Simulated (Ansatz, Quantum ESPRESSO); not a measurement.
# Band edges of Cl-CC-Cl chair, 1 layer under strain, part 2 of 2

Wanted: deformation of the bands of Cl-CC-Cl chair, 1 layer, driven from Python.

Quantum ESPRESSO 7.5; plane-wave DFT, PBE, GBRV ultrasoft pseudopotentials; geometry by Ansatz 0.2.0 with PAW datasets.

So far: Set-up; Geometry from Ansatz.

**3. Running the series**

Under ESM bc1 levels count from the vacuum, or from the mean of the two vacuum levels where the sheet has a dipole, so band edges at unlike strains can be compared.

Level of this step: plane-wave DFT, PBE, GBRV ultrasoft pseudopotentials (Quantum ESPRESSO 7.5).

run.py

```python
import json
import numpy as np
from ase import Atoms
from ase.calculators.espresso import Espresso, EspressoProfile

profile = EspressoProfile(command='mpirun -n 2 pw.x -nk 2', pseudo_dir='../pseudo')
pseudopotentials = {'C': 'c_pbe_v1.2.uspp.F.UPF', 'Cl': 'cl_pbe_v1.4.uspp.F.UPF'}
system = {'ecutwfc': 40, 'ecutrho': 200, 'occupations': 'smearing', 'smearing': 'fd', 'degauss': 0.002}


def calculator(name, kpts, **extra):
    data = dict(control=dict(tprnfor=True, verbosity='high', disk_io='none'),
                system=system | extra,
                electrons=dict(conv_thr=1e-09, mixing_beta=0.4, mixing_mode='plain',
                               electron_maxstep=100))
    return Espresso(profile=profile, directory=name, pseudopotentials=pseudopotentials, kpts=kpts, input_data=data)


def centre(atoms):
    z = atoms.positions[:, 2]
    atoms.positions[:, 2] -= (z.max() + z.min()) / 2  # ESM wants the slab about z = 0
    return atoms

sheet = Atoms(
    ['Cl', 'C', 'C', 'Cl'],
    scaled_positions=[
        [0.6666666667, 0.3333333333, 0.3947046135],
        [0.6666666667, 0.3333333333, 0.4866511109],
        [0.3333333333, 0.6666666667, 0.5133488260],
        [0.3333333333, 0.6666666667, 0.6052954496]],
    cell=[
        [2.912377215438, 0.000000000000, 0.000000000000],
        [-1.456188607719, 2.522192653972, 0.000000000000],
        [0.000000000000, 0.000000000000, 19.066666666700]],
    pbc=True)

rows = []
for strain in [-0.03, -0.015, 0.0, 0.015, 0.03]:
    atoms = sheet.copy()
    atoms.set_cell(sheet.cell.array * [[1 + strain], [1 + strain], [1]], scale_atoms=True)
    atoms = centre(atoms)
    atoms.calc = calculator(f's{strain:+.3f}', (18, 18, 1), assume_isolated='esm', esm_bc='bc1', nbnd=15)
    energy = atoms.get_potential_energy()
    levels = np.array([atoms.calc.get_eigenvalues(kpt=i) for i in range(len(atoms.calc.get_ibz_k_points()))])
    top, bottom = levels[:, 10].max(), levels[:, 11].min()
    direct = (levels[:, 11] - levels[:, 10]).min()
    rows.append([strain, energy, top, bottom, direct])
    print(f'strain {strain:+.3f}: E = {energy:.5f} eV, valence top {top:.3f}, conduction bottom {bottom:.3f}, '
          f'gap {bottom - top:.3f}, least direct gap {direct:.3f} eV')

x, energy, top, bottom, direct = np.array(rows).T
area = np.linalg.norm(np.cross(*sheet.cell[:2]))
stiffness = np.polyfit(x, energy, 2)[0] / area * 16.0218  # C11 + C12, heights clamped
print(f'valence and conduction edges move by {np.polyfit(x, top, 1)[0]:.2f} and {np.polyfit(x, bottom, 1)[0]:.2f} eV per unit biaxial strain')
print(f'C11 + C12 with clamped heights: {stiffness:.1f} N/m')
json.dump(dict(rows=rows, stiffness=stiffness), open('result.json', 'w'))
```

Command:

```sh
$ OMP_NUM_THREADS=1 python run.py
```

Log:

```text
strain -0.030: E = -1215.48291 eV, valence top -3.436, conduction bottom -2.408, gap 1.029, least direct gap 1.029 eV
strain -0.015: E = -1215.55981 eV, valence top -3.707, conduction bottom -2.337, gap 1.370, least direct gap 1.370 eV
strain +0.000: E = -1215.58306 eV, valence top -3.953, conduction bottom -2.415, gap 1.538, least direct gap 1.538 eV
strain +0.015: E = -1215.56062 eV, valence top -4.175, conduction bottom -2.845, gap 1.330, least direct gap 1.330 eV
strain +0.030: E = -1215.49974 eV, valence top -4.374, conduction bottom -3.300, gap 1.075, least direct gap 1.075 eV
valence and conduction edges move by -15.62 and -15.28 eV per unit biaxial strain
C11 + C12 with clamped heights: 222.4 N/m
```

The job ended after 6.5 min (2 MPI ranks of Arm Neoverse V1, shared host; peak memory 0.34 GiB).

The input that ASE wrote for the first run, and its log:

```
&CONTROL
   verbosity        = 'high'
   tprnfor          = .true.
   disk_io          = 'none'
   pseudo_dir       = '../pseudo'
/
&SYSTEM
   nbnd             = 15
   ecutwfc          = 40
   ecutrho          = 200
   occupations      = 'smearing'
   degauss          = 0.002
   smearing         = 'fd'
   assume_isolated  = 'esm'
   esm_bc           = 'bc1'
   ntyp             = 2
   nat              = 4
   ibrav            = 0
/
&ELECTRONS
   electron_maxstep = 100
   conv_thr         = 1e-09
   mixing_mode      = 'plain'
   mixing_beta      = 0.4
/
&IONS
/
&CELL
/
&FCP
/
&RISM
/
ATOMIC_SPECIES
Cl 35.45 cl_pbe_v1.4.uspp.F.UPF
C 12.011 c_pbe_v1.2.uspp.F.UPF

K_POINTS automatic
18 18 1  0 0 0

CELL_PARAMETERS angstrom
2.82500589897486 0.00000000000000 0.00000000000000
-1.41250294948743 2.44652687435284 0.00000000000000
0.00000000000000 0.00000000000000 19.06666666670000

ATOMIC_POSITIONS angstrom
Cl 1.4125029496 0.8155089580 -2.0076326375  
C 1.4125029496 0.8155089580 -0.2545194204  
C -0.0000000001 1.6310179163 0.2545170142  
Cl -0.0000000001 1.6310179163 2.0076326375
```

```text
Program PWSCF v.7.5 starts
[citation notice left out]

     Parallel version (MPI & OpenMP), running on       2 processor cores
     Number of MPI processes:                 2
     Threads/MPI process:                     1

     MPI processes distributed on     1 nodes
[... 1 line left out ...]

Warning: card &CELL ignored
Warning: card &FCP ignored
Warning: card &RISM ignored

     Current dimensions of program PWSCF are:
     Max number of different atomic species (ntypx) = 10
     Max number of k-points (npk) =  40000
     Max angular momentum in pseudopotentials (lmaxx) =  4
     Message from routine setup:
     using ibrav=0 with symmetry is DISCOURAGED, use correct ibrav instead

     K-points division:     npool     =       2
     Subspace diagonalization in iterative solution of the eigenvalue problem:
     a serial algorithm will be used

     G-vector sticks info
     --------------------
     sticks:   dense  smooth     PW     G-vecs:    dense   smooth      PW
     Sum         385     313     97                42271    30445    5325

     Using Slab Decomposition

     bravais-lattice index     =            0
     lattice parameter (alat)  =       5.3385  a.u.
     unit-cell volume          =     889.2845 (a.u.)^3
     number of atoms/cell      =            4
     number of atomic types    =            2
     number of electrons       =        22.00
     number of Kohn-Sham states=           15
     kinetic-energy cutoff     =      40.0000  Ry
     charge density cutoff     =     200.0000  Ry
     scf convergence threshold =      1.0E-09
     mixing beta               =       0.4000
     number of iterations used =            8  plain     mixing
     Exchange-correlation= SLA  PW   PBE  PBE
                           (   1   4   3   4   0   0   0)

     Effective Screening Medium Method
     =================================
     Boundary Conditions: Vacuum-Slab-Vacuum
     total charge in unit cell        =   0.0000
     grid points for fit at edges     =        4

[... 10 lines left out ...]
     PseudoPot. # 1 for Cl read from file:
     ../pseudo/cl_pbe_v1.4.uspp.F.UPF
     Pseudo is Ultrasoft + core correction, Zval =  7.0
     Generated by new atomic code, or converted to UPF format
     Using radial grid of  909 points,  6 beta functions with:
                l(1) =   0
                l(2) =   0
                l(3) =   1
                l(4) =   1
                l(5) =   2
                l(6) =   2
     Q(r) pseudized with  8 coefficients,  rinner =    1.300   1.300   1.300
                                                       1.300   1.300

     PseudoPot. # 2 for C  read from file:
     ../pseudo/c_pbe_v1.2.uspp.F.UPF
     Pseudo is Ultrasoft + core correction, Zval =  4.0
     Generated by new atomic code, or converted to UPF format
     Using radial grid of  721 points,  4 beta functions with:
                l(1) =   0
[... 921 lines left out ...]
     estimated scf accuracy    <          2.5E-10 Ry
     smearing contrib. (-TS)   =      -0.00000000 Ry
     internal energy E=F+TS    =     -89.33635413 Ry

     The total energy is F=E-TS. E is the sum of the following terms:
     one-electron contribution =     905.28762348 Ry
     hartree contribution      =    -450.18339286 Ry
     xc contribution           =     -26.05036746 Ry
     ewald contribution        =    -518.39021728 Ry

     convergence has been achieved in  27 iterations

     negative rho (up, down):  2.925E-02 0.000E+00

     Forces acting on atoms (cartesian axes, Ry/au):

     atom    1 type  1   force =     0.00000000    0.00000000    0.00009247
     atom    2 type  2   force =     0.00000000    0.00000000    0.00885622
     atom    3 type  2   force =    -0.00000000   -0.00000000   -0.00885622
     atom    4 type  1   force =    -0.00000000   -0.00000000   -0.00009247
     The non-local contrib.  to forces
     atom    1 type  1   force =     0.00000000    0.00000000    0.47880563
     atom    2 type  2   force =     0.00000000   -0.00000000   -0.18825003
     atom    3 type  2   force =     0.00000000   -0.00000000    0.18825003
     atom    4 type  1   force =     0.00000000    0.00000000   -0.47880563
     The ionic contribution  to forces
     atom    1 type  1   force =    -0.00000000    0.00000000  -54.32780830
     atom    2 type  2   force =    -0.00000000    0.00000000   -3.12890282
     atom    3 type  2   force =     0.00000000   -0.00000000    3.12890845
     atom    4 type  1   force =     0.00000000   -0.00000000   54.32780267
     The local contribution  to forces
     atom    1 type  1   force =    -0.00000000    0.00000000   53.86045623
     atom    2 type  2   force =    -0.00000000    0.00000000    3.32499976
     atom    3 type  2   force =     0.00000000   -0.00000000   -3.32494216
     atom    4 type  1   force =     0.00000000   -0.00000000  -53.86045454
     The core correction contribution to forces
     atom    1 type  1   force =     0.00000000   -0.00000000   -0.01138945
     atom    2 type  2   force =     0.00000000   -0.00000000    0.00104037
     atom    3 type  2   force =    -0.00000000    0.00000000   -0.00104043
     atom    4 type  1   force =    -0.00000000    0.00000000    0.01138945
     The Hubbard contrib.    to forces
     atom    1 type  1   force =     0.00000000    0.00000000    0.00000000
     atom    2 type  2   force =     0.00000000    0.00000000    0.00000000
     atom    3 type  2   force =     0.00000000    0.00000000    0.00000000
     atom    4 type  1   force =     0.00000000    0.00000000    0.00000000
     The SCF correction term to forces
     atom    1 type  1   force =    -0.00000000    0.00000000    0.00002639
     atom    2 type  2   force =    -0.00000000   -0.00000000    0.00000053
     atom    3 type  2   force =     0.00000000    0.00000000   -0.00000053
     atom    4 type  1   force =     0.00000000   -0.00000000   -0.00002639

     Total force =     0.012525     Total SCF correction =     0.000037
     Message from routine punch:
     Nothing written, as per user request (disk_io='none')

[... 1 line left out ...]

[... 1 line left out ...]

[... 1 line left out ...]

[... 3 lines left out ...]

[... 1 line left out ...]

[... 2 lines left out ...]

[... 1 line left out ...]

[... 1 line left out ...]

=------------------------------------------------------------------------------=
   JOB DONE.
=------------------------------------------------------------------------------=
```

Read from the output:

```
biaxial stiffness : 222.4 N/m
```

The band edge from the vacuum level by biaxial strain:

| biaxial strain (%) | valence top (eV) | conduction bottom (eV) |
| --- | --- | --- |
| -3.00 | -3.44 | -2.41 |
| -1.50 | -3.71 | -2.34 |
| 0.00 | -3.95 | -2.41 |
| 1.50 | -4.17 | -2.84 |
| 3.00 | -4.37 | -3.30 |

Gap against biaxial strain:

| biaxial strain (%) | on the mesh (eV) | least direct (eV) |
| --- | --- | --- |
| -3.00 | 1.03 | 1.03 |
| -1.50 | 1.37 | 1.37 |
| 0.00 | 1.54 | 1.54 |
| 1.50 | 1.33 | 1.33 |
| 3.00 | 1.07 | 1.07 |

Table of energy over the lowest by biaxial strain:

| biaxial strain (%) | energy over the lowest (meV) |
| --- | --- |
| -3.00 | 100 |
| -1.50 | 23.3 |
| 0.00 | 0 |
| 1.50 | 22.4 |
| 3.00 | 83.3 |

**4. Running the series: PBE, PseudoDojo norm-conserving**

Level of this step: plane-wave DFT, PBE, PseudoDojo norm-conserving pseudopotentials (Quantum ESPRESSO 7.5).

run.py, as its differences from the input of step 3:

```diff
@@ -6,4 +6,4 @@
 profile = EspressoProfile(command='mpirun -n 2 pw.x -nk 2', pseudo_dir='../pseudo')
-pseudopotentials = {'C': 'c_pbe_v1.2.uspp.F.UPF', 'Cl': 'cl_pbe_v1.4.uspp.F.UPF'}
-system = {'ecutwfc': 40, 'ecutrho': 200, 'occupations': 'smearing', 'smearing': 'fd', 'degauss': 0.002}
+pseudopotentials = {'C': 'C.dojo-sr-pbe-0.4.1-standard.upf', 'Cl': 'Cl.dojo-sr-pbe-0.4.1-standard.upf'}
+system = {'ecutwfc': 74, 'ecutrho': 296, 'occupations': 'smearing', 'smearing': 'fd', 'degauss': 0.002}
```

Command:

```sh
$ OMP_NUM_THREADS=1 python run.py
```

Log:

```text
strain -0.030: E = -1217.18422 eV, valence top -3.426, conduction bottom -2.409, gap 1.016, least direct gap 1.016 eV
strain -0.015: E = -1217.26218 eV, valence top -3.697, conduction bottom -2.335, gap 1.361, least direct gap 1.361 eV
strain +0.000: E = -1217.28651 eV, valence top -3.943, conduction bottom -2.412, gap 1.531, least direct gap 1.531 eV
strain +0.015: E = -1217.26521 eV, valence top -4.165, conduction bottom -2.850, gap 1.315, least direct gap 1.315 eV
strain +0.030: E = -1217.20549 eV, valence top -4.365, conduction bottom -3.307, gap 1.058, least direct gap 1.058 eV
valence and conduction edges move by -15.66 and -15.41 eV per unit biaxial strain
C11 + C12 with clamped heights: 222.3 N/m
```

Run time: 17 min. Hardware: 2 MPI ranks; peak memory 0.35 GiB; 33 min of CPU time.

Numbers from this step:

* biaxial stiffness: 222.3 N/m

Table of band edge from the vacuum level by biaxial strain:

| biaxial strain (%) | valence top (eV) | conduction bottom (eV) |
| --- | --- | --- |
| -3.00 | -3.43 | -2.41 |
| -1.50 | -3.70 | -2.34 |
| 0.00 | -3.94 | -2.41 |
| 1.50 | -4.17 | -2.85 |
| 3.00 | -4.37 | -3.31 |

Table of gap by biaxial strain:

| biaxial strain (%) | on the mesh (eV) | least direct (eV) |
| --- | --- | --- |
| -3.00 | 1.02 | 1.02 |
| -1.50 | 1.36 | 1.36 |
| 0.00 | 1.53 | 1.53 |
| 1.50 | 1.32 | 1.32 |
| 3.00 | 1.06 | 1.06 |

The energy over the lowest by biaxial strain:

| biaxial strain (%) | energy over the lowest (meV) |
| --- | --- |
| -3.00 | 102 |
| -1.50 | 24.3 |
| 0.00 | 0 |
| 1.50 | 21.3 |
| 3.00 | 81.0 |

**5. Worked from the printed numbers**

Under equal strain ε in the plane, E = A (C11 + C12) ε². From the points at ±1.5 %: d²E/dε² = (23.25 + 22.43 − 2 × 0.00) meV / 0.015² = 203 eV, and 203/(2 × 7.346 Å²) × 16.02 = 221 N/m.

**6. Summary of results**

| Item | Value |
| --- | --- |
| C11 + C12, heights clamped, PBE, GBRV ultrasoft | 222 N/m |
| gap on the mesh at zero strain, PBE, GBRV ultrasoft | 1.54 eV |
| valence top below the vacuum at zero strain, PBE, GBRV ultrasoft | 3.95 eV |
| shift of the valence top per unit biaxial strain, PBE, GBRV ultrasoft | -15.6 eV |
| C11 + C12, heights clamped, PBE, PseudoDojo norm-conserving | 222 N/m |
| gap on the mesh at zero strain, PBE, PseudoDojo norm-conserving | 1.53 eV |
| valence top below the vacuum at zero strain, PBE, PseudoDojo norm-conserving | 3.94 eV |
| shift of the valence top per unit biaxial strain, PBE, PseudoDojo norm-conserving | -15.7 eV |

In words: The sheet's biaxial stiffness comes to 222 N/m and its gap at zero strain to 1.54 eV (PBE, GBRV ultrasoft). From −3 % to +3 % the gap on the mesh goes from 1.03 to 1.07 eV, through a peak of 1.54 eV; it is direct at every strain. The conduction bottom bends along the series, so the script's straight-line slope describes it poorly. Heights are clamped under strain, which makes a sheet with several atomic planes too stiff. Semilocal gaps are too small.

[Logs are printed without paths, hosts, clocks, repeated set-up lines and the standing remarks that a program may print on its own settings, such as how far it seeks lower states.]

[Hosts, paths, dates, database ids (printed as entryN), source tags and the programs' standing remarks are cut or masked in the printed files.]

[Maps of the electrostatic potential energy from Ansatz leave out the sawtooth potential of an applied field or a dipole correction, so their vacuum need not be flat; planar profiles and work functions include it.]
